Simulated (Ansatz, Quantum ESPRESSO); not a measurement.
# In2Se2, 2 layers, AA' stacking against a metal electrode: the electrode's level over the Fermi level at a withheld member of a series

**Set-up.** Quantum ESPRESSO 7.5, PBE, GBRV ultrasoft. The slab is relaxed neutral under PBE-D3(BJ), then held. ESM with bc3: vacuum below and a metal electrode about 6 Å above the top atoms. Fermi-Dirac smearing of 0.004 Ry and a dense mesh. Charges are set per cell from the starting area. The series steps the charge of the slab (positive: electrons removed).

| charge of the slab | electrode's level over the Fermi level (eV) |
| --- | --- |
| 1 ×10¹³ e/cm² | 6.486 |
| 2 ×10¹³ e/cm² | 7.475 |
| 3 ×10¹³ e/cm² | 8.444 |
| 4.5 ×10¹³ e/cm² | 9.884 |
| 7 ×10¹³ e/cm² | 12.274 |
| 8 ×10¹³ e/cm² | 13.231 |

**Question.** What is the electrode's level over the Fermi level at 6 ×10¹³ e/cm²?

**Fit.** The rows at 4.5 ×10¹³ e/cm² and 7 ×10¹³ e/cm² give a slope of (12.274 − (9.884))/(7 − (4.5)) = 0.956, so a straight line gives 11.318 eV. A parabola through these and the row at 3 ×10¹³ e/cm² gives 11.320 eV.

**The withheld run.** 11.319 eV. The line misses by −0.001 and the parabola by +0.001 eV. Both misses are under 5 % of the step from the nearer row.

**Limits.** Vacuum fills the gap; ions don't answer the charge; added electrons can spill towards the electrode at the most negative charges. Charges count on the starting cell, which the relaxation changed by some per cent. Members without a usable value, or on the other side of zero field or charge, are not listed.
